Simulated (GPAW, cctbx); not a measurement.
# ZnSbRh: deformation density and structure factors from DFT

Aim: compute the bonding part of the density of ZnSbRh, find which reflections carry it, and see how it biases an ordinary refinement.

The cell comes from substitution in a known structure type and wasn't matched to any measured phase. All numbers below are calculated.

### 1. Relax the structure

The density hangs on the geometry, so cell and atoms are relaxed first, with the symmetry held. The cutoff is set higher than for the density because stress converges slowly with plane waves.

Settings: GPAW 26.7.0, PBE, 570 eV, 5×5×3 k-points (along the axes of the calculation cell), Fermi–Dirac width 0.1 eV, BFGS to 0.03 eV/Å.

```text
cell
1.0
     3.907000000    0.000000000    0.000000000
     0.000000000    3.907000000    0.000000000
     0.000000000    0.000000000    6.831000000
Sb Rh Zn
2 2 2
Direct
0.500000000 0.000000000 0.653500000
0.000000000 0.500000000 0.346500000
0.500000000 0.000000000 0.251800000
0.000000000 0.500000000 0.748200000
0.500000000 0.500000000 0.000000000
0.000000000 0.000000000 0.000000000
```

```console
$ OMP_NUM_THREADS=1 mpirun -n 4 gpaw python run.py > gpaw.log
```

```text
BFGS:    0      -27.332948        1.042780
BFGS:    1      -27.370354        1.003874
BFGS:    2      -27.541655        0.702687
BFGS:    3      -27.560975        0.648775
...
BFGS:   11      -27.859712        0.077673
BFGS:   12      -27.860141        0.064541
BFGS:   13      -27.860601        0.024708
cell  3.7140 3.7140 7.6226  90.00 90.00 90.00
volume 105.142 A^3, largest force 0.022 eV/A, largest stress 0.19 GPa
```

The cell moved far, while the k-mesh and basis were chosen for the start, so the final shape may be somewhat biased.

After 13 steps the volume has changed by +0.8 % and the energy by -0.528 eV; the largest stress left is 0.19 GPa. It took 3.8 min on 4 cores of Arm Neoverse V1 (shared host), peak memory 1.2 GiB.

Relaxed structure: P4/nmm (no. 129, origin choice 1), a = 3.7140 Å, b = 3.7140 Å, c = 7.6226 Å, α = 90.00°, β = 90.00°, γ = 90.00°.

```csv
atom,mult.,x,y,z
Sb1,2,1/2,0,0.6357
Rh1,2,1/2,0,0.2647
Zn1,2,1/2,1/2,0
```

### 2. Density and charge transfer

X-rays see the whole electron density, so the PAW density is rebuilt with its core regions. Subtracting spherical free atoms from the same code cancels the cores and leaves the deformation density Δρ, the part due to bonding.

Settings: PBE, 450 eV, 6×6×3 k-points (along the axes of the calculation cell), Fermi–Dirac width 0.1 eV; primitive cell of 6 atoms.

```console
$ OMP_NUM_THREADS=1 mpirun -n 4 gpaw python run.py > gpaw.log
```

```text
|iter:   1|       0s |  -28.054244 | +0.73 |       |
|iter:   2|       1s |  -28.125084 | -0.31 | -1.41 |
|iter:   3|       2s |  -27.778953 | -1.07 | -1.45 |
...
|iter:  14|      14s |  -27.647753c| -6.80 | -5.91c|
|iter:  15|      15s |  -27.647753c| -7.19 | -6.19c|
|iter:  16|      16s |  -27.647753c| -7.72c| -6.61c|
```

```text
grid (40, 40, 80)  electrons 252.000  moved by bonding 1.270 e
deformation density beyond 0.5 A of the nuclei: max 0.191, min -0.421 e/A^3
atom        x       y       z   Voronoi charge  moment
Sb1    0.5000  0.0000  0.6357      0.136       0.00
Sb2    0.0000  0.5000  0.3643      0.136       0.00
Rh3    0.5000  0.0000  0.2647     -0.196       0.00
Rh4    0.0000  0.5000  0.7353     -0.196       0.00
Zn5    0.5000  0.5000  0.0000      0.060       0.00
Zn6    0.0000  0.0000  0.0000      0.060       0.00
mean inner potential of superposed free atoms 23.596 V
total magnetic moment 0.000 muB
```

Deformation density in a plane through the shortest contact of the Zn atom at the origin, in 0.01 e/Å³ (clipped at ±99); x from -1.6 to 4.2 Å, y from 2.4 down to -2.4 Å:

```text
  0   2  -4  -5   .   .  -5   1   1  -5   .   .  -5  -4   2   0
  1   2  -1  -5  -6  -6  -3   1   1  -3  -6  -6  -5  -1   2   1
  2   2   1   0   0   0   1   2   2   1   0   0   0   1   2   2
  2   2   2   1   1   1   2   2   2   2   1   1   1   2   2   2
  1   2   0  -3  -4  -4  -1   1   1  -1  -4  -4  -3   0   2   1
  0   1  -3  -6   .  -5  -4   1   1  -4  -5   .  -6  -3   1   0
  0   2  -4   .   .   .  -5   1   1  -5   .   .   .  -4   2   0
  0   1  -3  -6   .  -5  -4   1   1  -4  -5   .  -6  -3   1   0
  1   2   0  -3  -4  -4  -1   1   1  -1  -4  -4  -3   0   2   1
  2   2   2   1   1   1   2   2   2   2   1   1   1   2   2   2
  2   2   1   0   0   0   1   2   2   1   0   0   0   1   2   2
  1   2  -1  -5  -6  -6  -3   1   1  -3  -6  -6  -5  -1   2   1
  0   2  -4  -5   .   .  -5   1   1  -5   .   .  -5  -4   2   0
```

Atoms in or within 0.15 Å of the plane: Zn (0.0, 0.0), Zn (2.6, 0.0) Å. Dots mark points within about 0.45 Å of a nucleus; large values next to them are atomic features.

Rh gains most (-0.20 e) and Sb loses most (+0.14 e); Rh is the most electronegative element, but the order of the others doesn't follow electronegativity. Such charges fall far short of formal ones, since overlapping free atoms already put density on their neighbours. Along the shortest contact from the Zn atom at the map's origin, Zn–Zn at 2.63 Å, Δρ is +0.02 e/Å³ at the midpoint: little piles up between the atoms. At the midpoints of other shortest contacts it is +0.06 (Sb–Rh, 2.73 Å), +0.04 (Rh–Zn, 2.74 Å) and 0.00 (Sb–Zn, 3.34 Å) e/Å³. Point values carry grid noise of about 0.01 e/Å³. The run needed 16 iterations, 25 s.

### 3. From the density to structure factors

The Fourier components of Δρ, added to those of the free atoms, give the static X-ray structure factors; the Mott–Bethe relation turns them into the Fourier components V of the potential that fast electrons feel.

```text
static structure factors of the conventional cell: F in electrons, V (Mott-Bethe) in volts
   h  k  l      d  |F| table  |F| free   |F| DFT   change   |V| free  |V| DFT  change %
   0  0  1  7.6226    14.765    14.733    14.765    0.033     1.798    1.715     -4.6
   0  0  2  3.8113    37.313    37.236    37.491    0.255     3.073    2.912     -5.3
   1  0  1  3.3388    11.368    11.249    11.437    0.188     0.766    0.675    -11.9
   1  0  2  2.6599    69.092    69.141    69.103   -0.038     4.751    4.762      0.2
   1  1  0  2.6262   107.101   107.132   107.109   -0.023     7.477    7.484      0.1
   0  0  3  2.5409   137.285   137.133   137.001   -0.132     9.167    9.204      0.4
   1  1  1  2.4830   108.911   108.761   108.562   -0.199     7.171    7.224      0.7
   1  1  2  2.1625   124.201   123.882   123.313   -0.570     7.789    7.905      1.5
   1  0  3  2.0971   107.955   107.875   107.466   -0.409     6.703    6.782      1.2
   0  0  4  1.9056    32.710    32.388    32.019   -0.369     2.085    2.143      2.8
   2  0  0  1.8570   182.201   181.861   181.394   -0.467    10.544   10.614      0.7
   1  1  3  1.8261    35.640    35.896    35.912    0.016     2.007    2.005     -0.1
   2  0  1  1.8042    11.054    11.321    11.374    0.053     0.585    0.577     -1.3
   1  0  4  1.6955     3.439     3.437     3.336   -0.101     0.261    0.274      4.9
```

The largest X-ray change is -0.57 e on 112, 0.5 % of |F|. For electrons V goes as (Z − F)/g², so a change of F counts against Z − F, which is small at low angle and wherever the atoms' terms cancel: |V| of 101 moves by -11.9 % (0.77 to 0.68 V) against +1.7 % in |F|. The tabulated Hartree–Fock atoms differ from the free DFT atoms by up to 0.34 e, so the choice of reference atom matters too.

### 4. Which functional?

The same geometry is run with other functionals, to see whether the bonding signal is larger than the spread between approximations. Free atoms are LDA for LDA and PBE otherwise. Any other changed setting is in the row's label.

| run | ΔF 112 (e) | ΔF 200 (e) | ΔF 103 (e) | q(Rh) (e) | moved (e) | time |
| --- | --- | --- | --- | --- | --- | --- |
| PBE | -0.570 | -0.467 | -0.409 | -0.196 | 1.270 | 25 s |
| LDA | -0.565 | -0.483 | -0.405 | -0.195 | 1.240 | 25 s |
| revPBE | -0.559 | -0.449 | -0.403 | -0.202 | 1.277 | 26 s |

At the base's settings ΔF(112) spans -0.570 to -0.559 e, a spread of 2 % of the PBE value; over the three listed reflections the spread is at most 7 %, so sign and size hold across the functionals. The run marked unsound (too few SCF iterations) gave no density. Times are from shared hosts.

### 5. Refining ordinary atoms against data with bonding

Routine crystallography fits spherical atoms. To see the bias, intensities are simulated from tabulated atoms plus the DFT change ΔF, so that bonding alone can misfit (4684 reflections of the full sphere, merged to the counts below, to 0.45 Å, 1 % proportional noise plus counting noise, assumed isotropic U as listed, Δρ smeared by the mean U) and refined with cctbx over different ranges.

| range | data | R1 | GooF | U Sb1 (true 0.006) | U Rh1 (true 0.0063) | U Zn1 (true 0.0074) | largest shift (Å) | Δρ max, min (e/Å³) |
| --- | --- | --- | --- | --- | --- | --- | --- | --- |
| all data | 399 | 0.0041 | 0.96 | 0.0060 | 0.0063 | 0.0074 | 0.0001 | 0.32, -0.42 |
| low resolution, d > 0.84 | 77 | 0.0030 | 0.95 | 0.0059 | 0.0062 | 0.0073 | 0.0002 | 0.12, -0.16 |
| high order, d < 0.75 | 298 | 0.0048 | 0.95 | 0.0060 | 0.0063 | 0.0074 | 0.0001 | 0.28, -0.27 |
| occupancies free, d > 0.7 | 122 | 0.0031 | 0.98 | 0.0060 | 0.0063 | 0.0073 | 0.0002 | 0.16, -0.26 |

With all data GooF is 0.96, so at this noise the bonding hardly shows; the top residual peak, near noise level, lies 1.40 Å from Rh and 1.96 Å from Zn. No U is off by more than 3 s.u. at low resolution. With Sb1 held at 1 and the scale free, the other occupancies refine to Rh1 0.999(0.001) and Zn1 0.999(0.001), within three s.u. of full.

### 6. Answer

Bonding moves 1.27 e in the primitive cell of ZnSbRh and changes the structure factors of the conventional cell in the table above by at most 0.57 e (112, 0.5 %), and among reflections above 2 % of the strongest by up to 1.7 % (101). The shortest bond, Zn–Zn, has Δρ = +0.02 e/Å³ at its midpoint. At the base's settings ΔF(112) spans -0.570 to -0.559 e, a spread of 2 % of the PBE value; over the three listed reflections the spread is at most 7 %, so sign and size hold across the functionals. With all data GooF is 0.96, so at this noise the bonding hardly shows. Limits: static density, frozen cores, no spin–orbit coupling.

[Outputs are excerpts: Python notices, other lines and further rows are left out; steps that failed or that the build refused (PBEsol, TPSS) are not shown.]

[Logs are printed without paths, hosts, clocks, repeated set-up lines and the standing remarks that a program may print on its own settings, such as how far it seeks lower states.]
